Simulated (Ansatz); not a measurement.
## Electron scattering at the Σ3 (111) boundary in fcc Al

Wanted: what the Σ3 (111) boundary in fcc Al costs an interconnect.

Main program and level: Ansatz 0.2.0; Ansatz plane-wave DFT, PBE, PAW files; relaxation of a bicrystal slab with its lowest layers held; PAW set soft_1, in the first sound run; inputs show where later runs differ.

## 1. Set-up

The cell holds 8 atoms: 8 Al. Cell: a = 2.862 Å, b = 2.862 Å, c = 27.360 Å, α = 90.0°, β = 90.0°, γ = 120.0°. It derives from Al. built on the (1 1 1) plane; 1 overlapping atoms removed and the grains opened by 0 Å. Vacuum lies along c.

Coordinates:

```cif
data_structure
_symmetry_space_group_name_H-M 'P 1'
_symmetry_Int_Tables_number 1
_cell_length_a 2.8623
_cell_length_b 2.8623
_cell_length_c 27.3597
_cell_angle_alpha 90.000
_cell_angle_beta 90.000
_cell_angle_gamma 120.000
_cell_volume 194.13
loop_
_atom_site_label
_atom_site_type_symbol
_atom_site_fract_x
_atom_site_fract_y
_atom_site_fract_z
_atom_site_occupancy
Al1 Al 0.00000 0.00000 0.18275 1
Al2 Al 0.33333 0.66667 0.26817 1
Al3 Al 0.66667 0.33333 0.35359 1
Al4 Al 0.00000 0.00000 0.43901 1
Al5 Al 0.66667 0.33333 0.52444 1
Al6 Al 0.33333 0.66667 0.60986 1
Al7 Al 0.00000 0.00000 0.69528 1
Al8 Al 0.66667 0.33333 0.78070 1
```

## 2. Relaxing the bicrystal

The boundary is built by mirroring the lower grain in the boundary plane and removing any atoms that overlap. A thin bicrystal slab is relaxed first, with the lowest layers held and the upper grain free to shift and open.

The input, input.yaml:

```yaml
crystal:
  lattice:
    - [2.862347037, 0.0, 0.0]
    - [-1.4311735185, 2.4788652485, 0.0]
    - [0.0, 0.0, 27.3596759844]
  atoms:
    - { symbol: Al, position: [0.0, 0.0, 0.1827507023] }
    - { symbol: Al, position: [0.3333333333, 0.6666666667, 0.2681719101] }
    - { symbol: Al, position: [0.6666666667, 0.3333333333, 0.353593118] }
    - { symbol: Al, position: [0.0, 0.0, 0.4390143258] }
    - { symbol: Al, position: [0.6666666667, 0.3333333333, 0.5244355337] }
    - { symbol: Al, position: [0.3333333333, 0.6666666667, 0.6098567416] }
    - { symbol: Al, position: [0.0, 0.0, 0.6952779494] }
    - { symbol: Al, position: [0.6666666667, 0.3333333334, 0.7806991573] }
kpoints:
  mp_grid: { grid: [9, 9, 1] }
hamiltonian:
  xc: pbe
  pseudopotentials: { kind: paw, azcp: { folder: soft_1 } }
scf:
  occupations: { method: fermi_dirac, width: 0.1 }
relax:
  f_tol: 0.03
  max_steps: 80
  constraints: [{ sites: [0, 1] }]
```

Launch:

```bash
ansatz run input.yaml --threads 8 --pin off --max-ram 15360MiB --backend cpu --events-out ev --progress --plain --runs-dir out
```

Numbers of over 12 decimals in the logs are rounded to 6 here.

The log of the run:

```text
Engine: ansatz 0.2.0, aarch64-unknown-linux-gnu
Pseudopotentials: kind: paw
Pseudopotential: Al, paw, valence charge 3, recommended cutoff 420 eV (normal), soft_1/Al.paw.azcp
Functional definition: PBE
  parameter kappa = 0.804
  parameter beta = 0.066725
  exchange = pbe_x(kappa = kappa, mu = beta*pi^2/3)
  correlation = pbe_c(beta = beta)
Crystal: 8 atoms, lattice volume = 194.127 Å³
Basis set: ecut = 420 eV, 3823 PW (Γ), exchange–correlation on 40×40×384 points (8 copies of the dense FFT grid, shifted against one another)
Bands: 20, of which v1, the nominal top of the filled ones, is band 12 counted from 1 (11 counted from 0)
Symmetry: 6 space group operations
Space group: P3m1 (ITA 156), of the structure as read, at distance tolerance 5.8e-5 Å
k-points: 12 of 81 (time reversal used)
Non-local potential: Al, projectors of the file, l = 0: 2, l = 1: 2, l = 2: 1
PAW form: soft (Blöchl's): semilocal exchange-correlation on the pseudo side does not see the compensation charge
PAW one-centre angular grid: Al, 110 points (default); XC on 64 Gauss nodes
Initial density: superposition of atomic densities (neutral atoms: chi_scale 0, normalization atom)
Initial wavefunctions: pseudopotential atomic-orbital guess
Functional: x = pbe(κ = 0.804, μ = 0.219515), c = pbe(β = 0.066725)
SCF iter   1: F=—  HF=-4300.074037 eV  |F-HF|=—  |Δ(HF+E_count)|=         —  Δρ=2.13e-2  dr2=1.15e1  ethr=3.10e-3  ⟨swp⟩=9.2  Hψ=1721  notcnv=0  defer=2
preconditioner: auto → LDOS  [metal: Δε(μ)=0.022 eV  Ē_g=7.055 eV  σ=0.100 eV  W_gap=0.05  n_scr=16 (ndim 8)  ℏωp=13.1 eV  f_vac=0.220  D(μ)=4.03/eV (n_scr^D=16)  β→1.0]
SCF iter   2: F=—  HF=-4299.270895 eV  |F-HF|=—  |Δ(HF+E_count)|=   8.03e-1  Δρ=7.29e-3  dr2=2.76e-1  ethr=3.10e-3  ⟨swp⟩=3.8  Hψ=573  notcnv=0  defer=11
SCF iter   3: F=—  HF=-4299.270558 eV  |F-HF|=—  |Δ(HF+E_count)|=   3.37e-4  Δρ=1.92e-3  dr2=4.78e-2  ethr=1.15e-3  ⟨swp⟩=3.4  Hψ=455  notcnv=0  defer=11
SCF iter   4: F=—  HF=-4299.265330 eV  |F-HF|=—  |Δ(HF+E_count)|=   5.23e-3  Δρ=3.58e-4  dr2=9.61e-4  ethr=1.99e-4  ⟨swp⟩=2.5  Hψ=376  notcnv=0  defer=11
SCF iter   5: F=—  HF=-4299.265392 eV  |F-HF|=—  |Δ(HF+E_count)|=   6.14e-5  Δρ=1.08e-4  dr2=4.88e-5  ethr=4.00e-6  ⟨swp⟩=2.3  Hψ=413  notcnv=0  defer=11
SCF iter   6: F=-4299.265392 eV  HF=-4299.265395 eV  |F-HF|=3.14e-6  |Δ(HF+E_count)|=   3.90e-6  Δρ=2.12e-5  dr2=4.15e-6  ethr=9.38e-8  ⟨swp⟩=5.0  Hψ=856  notcnv=0
SCF 1 converged in 6 iterations: F = -4299.265392 eV  dr2 = 4.15e-6
  greatest PAW one-centre occupation: 0.464 electrons in one spin orbital (limit 2), on the Al atom at site 0 (counted from 0), in its partial waves of l = 0
relax step   1: F+E_penalty+E_count = -4299.26539234 eV  Δ(F+E_penalty+E_count) = +0.000e0 eV  max|allowed force component| = 8.432e-2 eV/Å  Δτ_max = 0.0000 Å  (6 SCF iters, dr2 threshold 2.25e-5 eV, accepted)
Initial density: handed on by an earlier stage of this run
Initial wavefunctions: those handed on with the density
iter 1 solved again at ethr=1.13e-4 eV; its pass at ethr=3.10e-3 eV (dr2=2.72e-2 eV) is discarded
SCF iter   1: F=—  HF=-4299.270044 eV  |F-HF|=—  |Δ(HF+E_count)|=         —  Δρ=1.01e-3  dr2=2.38e-2  ethr=1.13e-4  ⟨swp⟩=1.2  Hψ=859  notcnv=0  defer=11
preconditioner: auto → LDOS  [metal: Δε(μ)=0.063 eV  Ē_g=6.879 eV  σ=0.100 eV  W_gap=0.15  n_scr=16 (ndim 8)  ℏωp=13.1 eV  f_vac=0.233  D(μ)=3.54/eV (n_scr^D=14)  β→1.0]
SCF iter   2: F=—  HF=-4299.268134 eV  |F-HF|=—  |Δ(HF+E_count)|=   1.91e-3  Δρ=5.35e-4  dr2=3.04e-3  ethr=9.90e-5  ⟨swp⟩=2.1  Hψ=290  notcnv=0  defer=11
SCF iter   3: F=—  HF=-4299.267865 eV  |F-HF|=—  |Δ(HF+E_count)|=   2.68e-4  Δρ=9.57e-5  dr2=1.23e-4  ethr=1.27e-5  ⟨swp⟩=2.4  Hψ=387  notcnv=0  defer=11
SCF iter   4: F=—  HF=-4299.267852 eV  |F-HF|=—  |Δ(HF+E_count)|=   1.31e-5  Δρ=2.17e-5  dr2=2.94e-6  ethr=5.11e-7  ⟨swp⟩=2.0  Hψ=329  notcnv=0  defer=11
SCF iter   5: F=—  HF=-4299.267875 eV  |F-HF|=—  |Δ(HF+E_count)|=   2.28e-5  Δρ=6.17e-6  dr2=2.69e-7  ethr=1.23e-8  ⟨swp⟩=2.5  Hψ=400  notcnv=0  defer=11
SCF iter   6: F=-4299.267875 eV  HF=-4299.267875 eV  |F-HF|=1.32e-9  |Δ(HF+E_count)|=   3.19e-8  Δρ=1.63e-6  dr2=1.17e-8  ethr=4.17e-10  ⟨swp⟩=5.0  Hψ=829  notcnv=0
SCF 2 converged in 6 iterations: F = -4299.267875 eV  dr2 = 1.17e-8
relax step   2: F+E_penalty+E_count = -4299.26787515 eV  Δ(F+E_penalty+E_count) = -2.483e-3 eV  max|allowed force component| = 3.441e-2 eV/Å  Δτ_max = 0.0540 Å  (6 SCF iters, accepted)
SCF iter   1: F=—  HF=-4299.268108 eV  |F-HF|=—  |Δ(HF+E_count)|=         —  Δρ=2.25e-4  dr2=2.31e-3  ethr=4.91e-5  ⟨swp⟩=3.0  Hψ=649  notcnv=0  defer=11
preconditioner: auto → LDOS  [metal: Δε(μ)=0.055 eV  Ē_g=6.880 eV  σ=0.100 eV  W_gap=0.13  n_scr=16 (ndim 8)  ℏωp=13.1 eV  f_vac=0.233  D(μ)=3.54/eV (n_scr^D=14)  β→1.0]
SCF iter   2: F=—  HF=-4299.268025 eV  |F-HF|=—  |Δ(HF+E_count)|=   8.34e-5  Δρ=6.43e-5  dr2=3.38e-5  ethr=9.63e-6  ⟨swp⟩=1.0  Hψ=336  notcnv=0  defer=11
SCF iter   3: F=—  HF=-4299.268038 eV  |F-HF|=—  |Δ(HF+E_count)|=   1.30e-5  Δρ=1.66e-5  dr2=4.55e-6  ethr=1.41e-7  ⟨swp⟩=2.4  Hψ=406  notcnv=0  defer=11
SCF iter   4: F=—  HF=-4299.268037 eV  |F-HF|=—  |Δ(HF+E_count)|=   5.12e-7  Δρ=3.40e-6  dr2=2.08e-7  ethr=1.90e-8  ⟨swp⟩=1.4  Hψ=239  notcnv=0  defer=11
SCF iter   5: F=-4299.268037 eV  HF=-4299.268037 eV  |F-HF|=6.25e-9  |Δ(HF+E_count)|=   2.29e-8  Δρ=9.62e-7  dr2=6.06e-9  ethr=4.17e-10  ⟨swp⟩=5.1  Hψ=819  notcnv=0
SCF 3 converged in 5 iterations: F = -4299.268037 eV  dr2 = 6.06e-9
relax step   3: F+E_penalty+E_count = -4299.26803739 eV  Δ(F+E_penalty+E_count) = -1.622e-4 eV  max|allowed force component| = 2.527e-3 eV/Å  Δτ_max = 0.0116 Å  (5 SCF iters, accepted)
SCF converged after 5 iterations
Free energy (F): -4299.268037 eV
Harris-Foulkes:  -4299.268037 eV  (|F-HF|=6.25e-9)
Internal energy: -4299.150692 eV  (E = F + TS)
E sigma→0 (E₀):  -4299.209365 eV
Entropy (-TS):   -0.117345 eV (-14.668 meV/atom)
Fermi energy:    4.135125 eV
--- Per-component energies (eV) ---
  E_band       = -3.065665
  E_kinetic    = 175.593984
  E_local      = -3253.024151  (includes V_loc(G=0)·N_el)
  E_nonlocal   = 80.030674
  E_hartree    = 1625.952140
  E_xc         = -298.840104
  E_vxc        = -229.786264  (∫ρ·V_xc dr)
  E_paw        = -3755.011690  (= ΣΔE_a)
  E_vpaw       = -27.786327  (= ΣTr[D̂ρ^β])
  E_aug_tail   = -0.000016  (compensation charges beyond the density's cutoff)
  E_ewald      = 1126.148471
  E_smearing   = -0.117345  (= −TS)
  E_closure    = -0.000000  (closes the sum)
  Σ components = -4299.268037   (vs F -4299.268037, Δ=0.00e0)
--- Forces (eV/Å), atoms counted from 1 ---
  atom   1  Al     0.00000000    -0.00000000    -0.10280532
  atom   2  Al     0.00000000    -0.00000000     0.09829906
  atom   3  Al     0.00000000     0.00000000     0.00060415
  atom   4  Al     0.00000000     0.00000000     0.00142931
  atom   5  Al     0.00000000     0.00000000    -0.00252739
  atom   6  Al    -0.00000000     0.00000000     0.00218002
  atom   7  Al    -0.00000000    -0.00000000     0.00162091
  atom   8  Al    -0.00000000    -0.00000000     0.00121112
  max |Σ_I F_I| component: 1.19e-5 eV/Å
--- Relaxed structure (3 steps of the walk, 3 accepted, 0 SCFs on fresh bases) ---
  F+E_penalty+E_count = -4299.26803739 eV   max|allowed force component| = 2.527e-3 eV/Å
  atoms:
    - { symbol: Al, position: [-5.493291007798418e-18, 0.0, 0.182751] }
    - { symbol: Al, position: [0.333333, 0.666667, 0.2681719101] }
    - { symbol: Al, position: [0.666667, 0.333333, 0.353421] }
    - { symbol: Al, position: [-5.1361674301114676e-18, 0, 0.439306] }
    - { symbol: Al, position: [0.666667, 0.333333, 0.525705] }
    - { symbol: Al, position: [0.333333, 0.666667, 0.610634] }
    - { symbol: Al, position: [-4.450042516532332e-18, 0, 0.696129] }
    - { symbol: Al, position: [0.666667, 0.333333, 0.782806] }
```

The job ended after 2.7 s (8 threads of Arm Neoverse N1, shared host; peak memory 0.48 GiB; 17 s of CPU time).

The steps of the relaxation:

| step | energy less that of the first step (eV) | largest force component (eV/Å) |
| --- | --- | --- |
| 1 | 0.0000 | 0.0843 |
| 2 | -0.0025 | 0.0344 |
| 3 | -0.0026 | 0.0025 |

Forces are held to the 6 operations that the run works with; a distortion that breaks them can't arise in this run.

The atoms that moved most (Å):

| atom | dx | dy | dz | length |
| --- | --- | --- | --- | --- |
| Al8 | 0.000 | 0.000 | 0.058 | 0.058 |
| Al5 | 0.000 | 0.000 | 0.035 | 0.035 |
| Al7 | 0.000 | 0.000 | 0.023 | 0.023 |
| Al6 | 0.000 | 0.000 | 0.021 | 0.021 |
| Al4 | 0.000 | 0.000 | 0.008 | 0.008 |

The relaxed structure:

```cif
data_structure
_symmetry_space_group_name_H-M 'P 1'
_symmetry_Int_Tables_number 1
_cell_length_a 2.8623
_cell_length_b 2.8623
_cell_length_c 27.3597
_cell_angle_alpha 90.000
_cell_angle_beta 90.000
_cell_angle_gamma 120.000
_cell_volume 194.13
loop_
_atom_site_label
_atom_site_type_symbol
_atom_site_fract_x
_atom_site_fract_y
_atom_site_fract_z
_atom_site_occupancy
Al1 Al 0.00000 0.00000 0.18275 1
Al2 Al 0.33333 0.66667 0.26817 1
Al3 Al 0.66667 0.33333 0.35342 1
Al4 Al 0.00000 0.00000 0.43931 1
Al5 Al 0.66667 0.33333 0.52571 1
Al6 Al 0.33333 0.66667 0.61063 1
Al7 Al 0.00000 0.00000 0.69613 1
Al8 Al 0.66667 0.33333 0.78281 1
```

Numbers from this step:

```
free energy             : -4299.2680 eV
energy at zero smearing : -4299.2094 eV
Fermi energy            : 4.135 eV
```

The largest force component on a free atom ends at 0.0025 eV/Å, under the tolerance of 0.03, after 3 steps.

[end of part 1 of 3]

[Logs are printed without paths, hosts, clocks, repeated set-up lines and the standing remarks that a program may print on its own settings, such as how far it seeks lower states.]

[Hosts, paths, dates, database ids (printed as entryN), source tags and the programs' standing remarks are cut or masked in the printed files.]
